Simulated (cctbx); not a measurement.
# A crystallographic session in cctbx: TbMn2ZnO5

Library: cctbx 2025.11. The data are simulated by the first script.

## 1. Simulate the data

run.py:

```python
from cctbx import adptbx, crystal, miller, sgtbx, xray
from cctbx.array_family import flex
from iotbx.shelx import hklf
from scitbx import matrix
import scitbx.random

cs = crystal.symmetry(unit_cell=(5.298, 5.298, 14.589, 90, 90, 90), space_group_symbol='Hall: -I 4 2')  # I4/mmm
atoms = [  # label, site, U (iso, or U11 U22 U33 U12 U13 U23 in A^2), occupancy
    ("Tb1", (0.5, 0, 0), (0.0108, 0.0186, 0.0177, 0.0000, 0.0000, 0.0000), 1),
    ("Zn1", (0.5, 0, 0.25), (0.0120, 0.0120, 0.0122, 0.0000, 0.0000, 0.0000), 1),
    ("Mn1", (0.5, 0.5, 0.1199), (0.0100, 0.0100, 0.0110, 0.0000, 0.0000, -0.0000), 1),
    ("Mn2", (0, 0, 0.1106), (0.0086, 0.0086, 0.0124, 0.0000, 0.0000, 0.0000), 1),
    ("O1", (0.7385, 0.2615, 0.4099), (0.0116, 0.0116, 0.0294, 0.0033, 0.0038, -0.0038), 1),
    ("O2", (0.5, 0.5, 0.2553), (0.0171, 0.0171, 0.0296, 0.0000, 0.0000, -0.0000), 1),
]
xs = xray.structure(crystal_symmetry=cs)
for label, site, u, occ in atoms:
    u = adptbx.u_cif_as_u_star(cs.unit_cell(), u) if isinstance(u, tuple) else u
    xs.add_scatterer(xray.scatterer(label, site=site, u=u, occupancy=occ))
xs.set_inelastic_form_factors(0.71073, "sasaki")
xs.show_summary()
p1 = xs.expand_to_p1()
ms = miller.build_set(p1, anomalous_flag=True, d_min=0.84)
flex.set_random_seed(309971)
scitbx.random.set_random_seed(309971)
ms = ms.select(flex.random_double(ms.size()) < 0.95)
i = ms.structure_factors_from_scatterers(p1, algorithm="direct").f_calc().as_intensity_array().data()
i = i * 20000 / flex.max(i)
sig = flex.sqrt(i + flex.pow2(0.06 * i) + 8 ** 2)
noise = scitbx.random.variate(scitbx.random.normal_distribution())(i.size())
data = ms.array(data=i + sig * noise, sigmas=sig).set_observation_type_xray_intensity()
with open("data.hkl", "w") as f:
    data.export_as_shelx_hklf(f)
print("reflections written:", data.size(), " <I/sigma> = %.1f" % flex.mean(data.data() / data.sigmas()))
for h, a, b in list(data.sort("data"))[:12]:
    print("%4d%4d%4d %9.1f %7.1f" % (h + (a, b)))
```

```console
$ python run.py
```

```text
Number of scatterers: 6
At special positions: 6
Unit cell: (5.298, 5.298, 14.589, 90, 90, 90)
Space group: I 4/m m m (No. 139)
reflections written: 2752  <I/sigma> = 3.6
   2  -2   0   22257.4  1208.3
   2   2   0   20817.2  1208.3
  -2   2   0   20503.3  1208.3
  -2  -2   0   20368.5  1208.3
   1  -1   4   17617.7   974.9
   1   1  -4   16861.7   974.9
   1  -1  -4   16548.4   974.9
  -1   1  -4   16510.7   974.9
  -1  -1  -4   16100.5   974.9
  -1  -1   4   16016.0   974.9
   1   1   4   15256.3   974.9
  -1   1   4   14693.1   974.9
```

It took 0.25 s on 1 thread of Arm Neoverse V2 (shared host), peak memory 0.07 GiB.

## 2. Symmetry

run.py:

```python
from cctbx import crystal, sgtbx, statistics
from cctbx.array_family import flex
from iotbx.shelx import hklf

p1 = crystal.symmetry(unit_cell=(5.298, 5.298, 14.589, 90, 90, 90), space_group_symbol="P 1")
raw = hklf.reader(file_name="data.hkl").as_miller_arrays(crystal_symmetry=p1, anomalous=True)[0]
print(raw.size(), "reflections to d = %.3f A" % raw.d_min())
isig = raw.data() / raw.sigmas()
print("centring   violations  <I/sigma> of those")
best = "P"
for c in "ABCIRF":
    a = raw.customized_copy(space_group_info=sgtbx.space_group_info("Hall: %s 1" % c)).sys_absent_flags().data()
    m = flex.mean(isig.select(a))
    print("%5s %10d of %5d %8.1f" % (c, (isig.select(a) > 4).count(True), a.count(True), m))
    if (isig.select(a) > 4).count(True) < 0.01 * a.count(True):
        best = c
raw = raw.select(~raw.customized_copy(space_group_info=sgtbx.space_group_info("Hall: %s 1" % best)).sys_absent_flags().data())
isig = raw.data() / raw.sigmas()
rows = []
for s in sgtbx.space_group_symbol_iterator():
    g = sgtbx.space_group(s)
    if g.conventional_centring_type_symbol() != best or not g.is_compatible_unit_cell(p1.unit_cell(), 1e-3, 0.02):
        continue
    rows.append((s, g))
print("Laue class    unique    Rint  (classes that these axes allow; Friedel mates merged)")
rint = {}
for s, g in rows:
    laue = g.build_derived_patterson_group()
    key = laue.type().hall_symbol()
    if key not in rint:
        m = raw.customized_copy(space_group_info=laue.info(), anomalous_flag=False).merge_equivalents()
        rint[key] = m.r_int()
        print("%-14s %6d %7.3f" % (laue.type().lookup_symbol(), m.array().size(), m.r_int()))
floor = min(rint.values())
good = [(s, g) for s, g in rows if rint[g.build_derived_patterson_group().type().hall_symbol()] < 2 * floor + 0.03]
top = max(g.build_derived_patterson_group().order_z() for s, g in good)
print("space group    extra absences  I>4sigma  <I/sigma>")
for s, g in good:
    laue = g.build_derived_patterson_group()
    if laue.order_z() != top:
        continue
    a = raw.customized_copy(space_group_info=g.info()).sys_absent_flags().data()
    a &= ~raw.customized_copy(space_group_info=laue.info()).sys_absent_flags().data()
    bad = (isig.select(a) > 4).count(True)
    if bad <= 0.03 * a.count(True):
        print("%-16s %8d %10d %9s  %s" % (s.universal_hermann_mauguin(), a.count(True), bad, "%.1f" % flex.mean(isig.select(a)) if a.count(True) else "-", "centric" if g.is_centric() else "acentric"))
laue = max(good, key=lambda t: t[1].build_derived_patterson_group().order_z())[1].build_derived_patterson_group()
f = raw.customized_copy(space_group_info=laue.info(), anomalous_flag=False).merge_equivalents().array().eliminate_sys_absent().f_sq_as_f()
f.set_observation_type_xray_amplitude()
bins = max(3, min(8, f.size() // 12))
f.setup_binner(n_bins=bins)
w = statistics.wilson_plot(f, {e: n / laue.order_z() for e, n in {'Tb': 4.0, 'Zn': 4.0, 'Mn': 8.0, 'O': 20.0}.items()}, e_statistics=True)
print("Wilson B = %.2f A^2   <|E^2-1|> = %.3f (0.968 centric, 0.736 acentric)   E^2>4: %.1f %%" % (w.wilson_b, w.mean_e_sq_minus_1, w.percent_e_sq_gt_2))
print("shell (A)         n   <I/sigma>")
m = raw.customized_copy(space_group_info=laue.info(), anomalous_flag=False).merge_equivalents().array().eliminate_sys_absent()
for b in m.setup_binner(n_bins=bins).range_used():
    sel = m.binner().selection(b)
    print("%5.2f - %4.2f %6d %8.1f" % (min(m.binner().bin_d_range(b)[0] if m.binner().bin_d_range(b)[0] > 0 else 99, 99), m.binner().bin_d_range(b)[1], sel.count(True), flex.mean((m.data() / m.sigmas()).select(sel))))
```

```console
$ python run.py
```

```text
2752 reflections to d = 0.841 A
centring   violations  <I/sigma> of those
    A        396 of  1385      3.8
    B        390 of  1391      3.8
    C        102 of  1374      0.8
    I          0 of  1380      0.0
    R        486 of  1830      3.6
    F        444 of  2075      2.8
Laue class    unique    Rint  (classes that these axes allow; Friedel mates merged)
I 1 2/m 1         408   0.044
I 1 1 2/m         381   0.041
I 2/m 1 1         408   0.042
I m m m           236   0.046
I 4/m             195   0.048
I 4/m m m         136   0.048
space group    extra absences  I>4sigma  <I/sigma>
I 4 2 2                 0          0         -  acentric
I 4 m m                 0          0         -  acentric
I -4 m 2                0          0         -  acentric
I -4 2 m                0          0         -  acentric
I 4/m m m               0          0         -  centric
Wilson B = 1.73 A^2   <|E^2-1|> = 1.003 (0.968 centric, 0.736 acentric)   E^2>4: 4.0 %
shell (A)         n   <I/sigma>
 7.29 - 1.68     22     20.5
 1.68 - 1.33     18     22.8
 1.33 - 1.17     19     24.4
 1.17 - 1.06     14     24.5
 1.06 - 0.98     18     22.5
 0.98 - 0.93     13     15.0
 0.93 - 0.88     18     25.6
 0.88 - 0.84     14     20.2
```

Time: 0.26 s.

## 3. Charge flipping

run.py:

```python
import itertools
from cctbx import crystal, maptbx
from cctbx.array_family import flex
from iotbx.shelx import hklf
from smtbx.ab_initio import charge_flipping as cf

cs = crystal.symmetry(unit_cell=(5.298, 5.298, 14.589, 90, 90, 90), space_group_symbol='Hall: -I 4 2')  # I4/mmm
raw = hklf.reader(file_name="data.hkl").as_miller_arrays(crystal_symmetry=cs, anomalous=True)[0]
merged = raw.eliminate_sys_absent().merge_equivalents()
fo2 = merged.array().set_observation_type_xray_intensity()
f = fo2.average_bijvoet_mates().f_sq_as_f().resolution_filter(d_min=0.84)
p1 = f.expand_to_p1()
p1.setup_binner_counting_sorted(reflections_per_bin=max(40, p1.size() // 12))
work = p1.array(data=p1.data() / p1.amplitude_quasi_normalisations().data())
flex.set_random_seed(30933)
it = cf.weak_reflection_improved_iterator(delta=None, weak_reflection_fraction=0.3)
it.start(work, phases=flex.random_double(p1.size()) * 6.2832, f_000=0)
it.delta = 1.1 * it.rho_map.sigma()
print("cycle      R  skewness")
for n, st in enumerate(itertools.islice(it, 150)):
    if n % 12 == 0:
        print("%5d %6.3f %8.2f" % (n, st.r1_factor(), st.rho_map.skewness()))
rho = p1.phase_transfer(it.f_calc).fft_map().apply_volume_scaling()
polish = cf.low_density_elimination_iterator(constant_rho_c=rho.sigma())
polish.start(f_obs=p1, phases=it.f_calc, f_000=0)
for _ in range(8):
    next(polish)
print("origin shift          correlation  skewness")
maps = []
for fc, shift, cc in itertools.islice(cf.f_calc_symmetrisations(f, polish.f_calc, 0), 4):
    m = f.phase_transfer(fc).fft_map(symmetry_flags=maptbx.use_space_group_symmetry, resolution_factor=0.25).apply_sigma_scaling()
    maps.append((m.skewness(), cc, m))
    print("%6.3f %6.3f %6.3f %10.3f %9.2f" % (tuple(shift) + (cc, m.skewness())))
skew, cc, m = max((t for t in maps if t[1] > maps[0][1] - 0.04), key=lambda t: t[0])
print("taken: symmetry correlation %.3f, skewness %.2f" % (cc, skew))
peaks = m.peak_search(parameters=maptbx.peak_search_parameters(min_distance_sym_equiv=0.9, max_clusters=11)).all()
sps = cs.special_position_settings(min_distance_sym_equiv=0.5)
print("peak      x       y       z  mult  height/sigma")
for k, (x, h) in enumerate(zip(peaks.sites(), peaks.heights())):
    ss = sps.site_symmetry(x)
    print("Q%-3d %7.4f %7.4f %7.4f %4d %8.1f" % ((k + 1,) + tuple(t % 1 for t in ss.exact_site()) + (ss.multiplicity(), h)))
```

```console
$ python run.py
```

```text
cycle      R  skewness
    0  0.561     0.23
   12  0.501     2.72
   24  0.529     3.18
   36  0.520     2.99
   48  0.514     3.65
   60  0.496     3.28
   72  0.496     3.47
   84  0.485     3.35
   96  0.476     3.48
  108  0.494     3.22
  120  0.472     3.09
  132  0.479     3.54
  144  0.508     3.32
origin shift          correlation  skewness
 0.291  0.918  0.440      0.888      3.90
 0.291  0.418  0.440      0.888      3.89
 0.290  0.918  0.315      0.889      4.23
 0.290  0.418  0.315      0.889      4.23
taken: symmetry correlation 0.889, skewness 4.23
peak      x       y       z  mult  height/sigma
Q1    0.0000  0.5000  0.1208    8     12.6
Q2    0.0000  0.0000  0.5000    2     10.5
Q3    0.0000  0.0000  0.0000    2      9.0
Q4    0.0000  0.0000  0.2446    4      2.7
Q5    0.2500  0.2500  0.2500    8      2.3
Q6    0.2189  0.2189  0.4157   16      2.1
Q7    0.1824  0.3134  0.0000   16      2.0
Q8    0.2498  0.2498  0.1635   16      1.9
Q9    0.1705  0.1705  0.1091   16      1.4
Q10   0.0000  0.2535  0.4576   16      1.0
Q11   0.1671  0.1671  0.0434   16      0.9
```

Time: 0.37 s.

## 4. Refinement (model from the peaks)

run.py:

```python
import math
from cctbx import adptbx, crystal, maptbx, sgtbx, xray
from cctbx.array_family import flex
from cctbx.xray import observations
from iotbx.shelx import hklf
from scitbx.lstbx import normal_eqns_solving
from smtbx import absolute_structure, utils
from smtbx.refinement import constraints, least_squares

cs = crystal.symmetry(unit_cell=(5.298, 5.298, 14.589, 90, 90, 90), space_group_symbol='Hall: -I 4 2')  # I4/mmm
atoms = [  # label, site, U (iso, or U11 U22 U33 U12 U13 U23 in A^2), occupancy
    ("Mn1", (0, 0.5, 0.1208), 0.0200, 1),
    ("Zn1", (0, 0, 0.5), 0.0200, 1),
    ("Zn2", (0, 0, 0), 0.0200, 1),
    ("O1", (0, 0, 0.2446), 0.0200, 1),
    ("O2", (0.2189, 0.2189, 0.4157), 0.0200, 1),
]
xs = xray.structure(crystal_symmetry=cs)
for label, site, u, occ in atoms:
    u = adptbx.u_cif_as_u_star(cs.unit_cell(), u) if isinstance(u, tuple) else u
    xs.add_scatterer(xray.scatterer(label, site=site, u=u, occupancy=occ))
xs.set_inelastic_form_factors(0.71073, "sasaki")
raw = hklf.reader(file_name="data.hkl").as_miller_arrays(crystal_symmetry=cs, anomalous=True)[0]
merged = raw.eliminate_sys_absent().merge_equivalents()
fo2 = merged.array().set_observation_type_xray_intensity()
print("Rint %.3f, %d unique reflections to %.2f A" % (merged.r_int(), fo2.size(), fo2.d_min()))
for sc in xs.scatterers():
    sc.flags.set_grad_site(True)
    sc.flags.set_grad_u_aniso(sc.flags.use_u_aniso())
    sc.flags.set_grad_u_iso(sc.flags.use_u_iso())
obs = fo2.as_xray_observations()
extra = {}
rep = constraints.reparametrisation(xs, [], utils.connectivity_table(xs), **extra)
ls = least_squares.crystallographic_ls(obs, rep, weighting_scheme=least_squares.mainstream_shelx_weighting(a=0, b=0))
print("cycle     R1     wR2    GooF  max shift (A)")
for cycle in range(6):
    ls.build_up()
    r1, wr2, goof = ls.r1_factor(cutoff_factor=2)[0], ls.wR2(), ls.goof()
    old = xs.sites_cart()
    normal_eqns_solving.levenberg_marquardt_iterations(ls, n_max_iterations=3, tau=0.0001, step_threshold=1e-7)
    big = flex.max((xs.sites_cart() - old).norms())
    print("%4d %7.4f %7.4f %7.3f %9.5f" % (cycle + 1, r1, wr2, goof, big))
    ls.build_up(objective_only=True)
    if abs(ls.wR2() - wr2) < 5e-5 and big < 5e-4:
        break
ls.build_up()
print("final R1 %.4f wR2 %.4f GooF %.3f  parameters %d  data/parameter %.1f" % (ls.r1_factor(cutoff_factor=2)[0], ls.wR2(), ls.goof(), ls.n_parameters, fo2.size() / ls.n_parameters))
cov = ls.covariance_matrix_and_annotations()
su = dict(zip(cov.annotations, (math.sqrt(max(v, 0)) for v in cov.matrix.matrix_packed_u_diagonal())))
a2 = cs.unit_cell().reciprocal_parameters()[0] ** -2
print("atom        x        y        z      Ueq    occ   su(xyz)  su(Uiso or U11)")
for sc in xs.scatterers():
    s = max(su.get(sc.label + k, 0) for k in (".x", ".y", ".z"))
    npd = "" if sc.is_positive_definite_u(cs.unit_cell()) else "  NPD"
    print("%-5s %8.5f %8.5f %8.5f %8.4f %6.3f %8.5f %7.4f%s" % ((sc.label,) + sc.site + (sc.u_iso_or_equiv(cs.unit_cell()), sc.occupancy, s, su.get(sc.label + ".uiso", su.get(sc.label + ".u11", 0) * a2), npd)))
fo = fo2.f_sq_as_f()
fc = fo.structure_factors_from_scatterers(xs, algorithm="direct").f_calc()
diff = fo.f_obs_minus_f_calc(1 / math.sqrt(ls.scale_factor()), fc).average_bijvoet_mates()
m = diff.fft_map(symmetry_flags=maptbx.use_space_group_symmetry, resolution_factor=0.25).apply_volume_scaling()
print("difference map: max %.2f min %.2f rms %.2f" % (m.statistics().max(), m.statistics().min(), m.statistics().sigma()))
peaks = m.peak_search(parameters=maptbx.peak_search_parameters(min_distance_sym_equiv=0.6, max_clusters=6)).all()
near = xs.closest_distances(peaks.sites(), distance_cutoff=4)
sps = cs.special_position_settings(min_distance_sym_equiv=0.5)
for k, (x, h) in enumerate(zip(peaks.sites(), peaks.heights())):
    ss = sps.site_symmetry(x)
    print("Q%-3d %7.4f %7.4f %7.4f %4d %7.2f  %.2f A from %s" % ((k + 1,) + tuple(t % 1 for t in ss.exact_site()) + (ss.multiplicity(), h, near.smallest_distances[k], xs.scatterers()[near.i_seqs[k]].label)))
```

```console
$ python run.py
```

```text
Rint 0.048, 136 unique reflections to 0.84 A
cycle     R1     wR2    GooF  max shift (A)
   1  0.3183  0.6321  19.078   0.10096
   2  0.1763  0.3682  11.114   0.12685
   3  0.1541  0.3454  10.426   0.07580
   4  0.1527  0.3434  10.365   0.00590
   5  0.1527  0.3433  10.362   0.00048
   6  0.1528  0.3434  10.365   0.00054
final R1 0.1527 wR2 0.3433 GooF 10.362  parameters 9  data/parameter 15.1
atom        x        y        z      Ueq    occ   su(xyz)  su(Uiso or U11)
Mn1    0.00000  0.50000  0.12094   0.0001  1.000  0.00027  0.0021
Zn1    0.00000  0.00000  0.50000   0.0129  1.000  0.00000  0.0028
Zn2    0.00000  0.00000  0.00000   0.0335  1.000  0.00000  0.0037
O1     0.00000  0.00000  0.23687   0.0351  1.000  0.00393  0.0131
O2     0.25762  0.25762  0.41133   0.0852  1.000  0.00749  0.0122
difference map: max 9.38 min -6.97 rms 1.23
Q1    0.0000  0.5000  0.1223    8    9.44  0.02 A from Mn1
Q2    0.0000  0.0000  0.3711    4    5.78  1.88 A from Zn1
Q3    0.2491  0.2491  0.2842   16    4.82  1.86 A from O2
Q4    0.2422  0.2422  0.4741   16    4.43  0.92 A from O2
Q5    0.0000  0.5000  0.2500    4    4.13  1.88 A from Mn1
Q6    0.0000  0.0000  0.1256    4    3.94  1.62 A from O1
```

Time: 0.58 s.

Figures of merit this high mean that the model is still wrong or incomplete.

## 5. Refinement (atoms added from the difference map)

run.py, as its changes from the last script of this kind:

```diff
@@ -12,5 +12,6 @@
-    ("Mn1", (0, 0.5, 0.1208), 0.0200, 1),
-    ("Zn1", (0, 0, 0.5), 0.0200, 1),
-    ("Zn2", (0, 0, 0), 0.0200, 1),
-    ("O1", (0, 0, 0.2446), 0.0200, 1),
-    ("O2", (0.2189, 0.2189, 0.4157), 0.0200, 1),
+    ("Mn1", (0, 0.5, 0.12094), 0.0030, 1),
+    ("Zn1", (0, 0, 0.5), 0.0129, 1),
+    ("Zn2", (0, 0, 0), 0.0335, 1),
+    ("O1", (0, 0, 0.23687), 0.0351, 1),
+    ("O2", (0.25762, 0.25762, 0.41133), 0.0852, 1),
+    ("Tb1", (0, 0, 0.3711), 0.0200, 1),
@@ -61 +62 @@
-peaks = m.peak_search(parameters=maptbx.peak_search_parameters(min_distance_sym_equiv=0.6, max_clusters=6)).all()
+peaks = m.peak_search(parameters=maptbx.peak_search_parameters(min_distance_sym_equiv=0.6, max_clusters=5)).all()
```

```console
$ python run.py
```

```text
Rint 0.048, 136 unique reflections to 0.84 A
cycle     R1     wR2    GooF  max shift (A)
   1  0.8394  0.9796  29.801   0.48499
   2  0.8112  0.9682  29.455   1.14770
   3  0.7857  0.9570  29.114   0.28116
   4  0.8054  0.9640  29.327   0.39880
   5  0.7891  0.9582  29.150   1.16279
   6  0.8480  0.9768  29.717   1.25982
final R1 0.8182 wR2 0.9635 GooF 29.313  parameters 11  data/parameter 12.4
atom        x        y        z      Ueq    occ   su(xyz)  su(Uiso or U11)
Mn1    0.00000  0.50000  0.04460   0.0001  1.000  0.02363  0.0505
Zn1    0.00000  0.00000  0.50000   0.0001  1.000  0.00000  0.0756
Zn2    0.00000  0.00000  0.00000   0.0001  1.000  0.00000  0.0776
O1     0.00000  0.00000  0.04751   0.0001  1.000  0.07525  0.2098
O2     0.27210  0.27210  0.28213   0.1742  1.000  0.46123  1.7761
Tb1    0.00000  0.00000  0.36785   0.0001  1.000  0.00680  0.0222
difference map: max 744.86 min -299.21 rms 56.88
Q1    0.0000  0.0000  0.1353    4  750.16  1.28 A from O1
Q2    0.0000  0.0000  0.3640    4  670.67  0.06 A from Tb1
Q3    0.0000  0.5000  0.0366    8  417.17  0.12 A from Mn1
Q4    0.0000  0.5000  0.2500    4  263.68  1.94 A from O2
Q5    0.0000  0.5000  0.1226    8  198.97  1.14 A from Mn1
```

Time: 0.58 s.

Figures of merit this high mean that the model is still wrong or incomplete.

## 6. Charge flipping

run.py, as its changes from the last script of this kind:

```diff
@@ -13,3 +13,2 @@
-p1.setup_binner_counting_sorted(reflections_per_bin=max(40, p1.size() // 12))
-work = p1.array(data=p1.data() / p1.amplitude_quasi_normalisations().data())
-flex.set_random_seed(30933)
+work = p1
+flex.set_random_seed(30934)
@@ -20,2 +19,2 @@
-for n, st in enumerate(itertools.islice(it, 150)):
-    if n % 12 == 0:
+for n, st in enumerate(itertools.islice(it, 300)):
+    if n % 25 == 0:
```

```console
$ python run.py
```

```text
cycle      R  skewness
    0  0.522     0.38
   25  0.286     4.51
   50  0.290     4.27
   75  0.297     4.17
  100  0.300     4.18
  125  0.303     4.17
  150  0.301     4.04
  175  0.302     4.11
  200  0.300     4.06
  225  0.294     4.09
  250  0.304     4.08
  275  0.317     4.15
origin shift          correlation  skewness
 0.176  0.146  0.307      0.972      8.64
 0.176  0.646  0.307      0.972      8.59
 0.177  0.146  0.182      0.968      6.29
 0.176  0.146  0.057      0.972      8.58
taken: symmetry correlation 0.972, skewness 8.64
peak      x       y       z  mult  height/sigma
Q1    0.0000  0.0000  0.5000    2     21.5
Q2    0.0000  0.0000  0.0000    2     19.7
Q3    0.0000  0.0000  0.2464    4      9.3
Q4    0.0000  0.5000  0.1139    8      7.3
Q5    0.2469  0.2469  0.0901   16      1.4
Q6    0.0000  0.5000  0.2500    4      1.2
Q7    0.0000  0.0000  0.3404    4      1.0
Q8    0.0000  0.2135  0.0345   16      0.9
Q9    0.1462  0.1462  0.4622   16      0.8
Q10   0.2504  0.2504  0.0000    8      0.7
Q11   0.0000  0.0000  0.0905    4      0.6
```

It took 0.41 s on 1 thread of Arm Neoverse V2, with other jobs on the host, peak memory 0.07 GiB.

[Logs are printed without paths, hosts, clocks, repeated set-up lines and the standing remarks that a program may print on its own settings, such as how far it seeks lower states.]
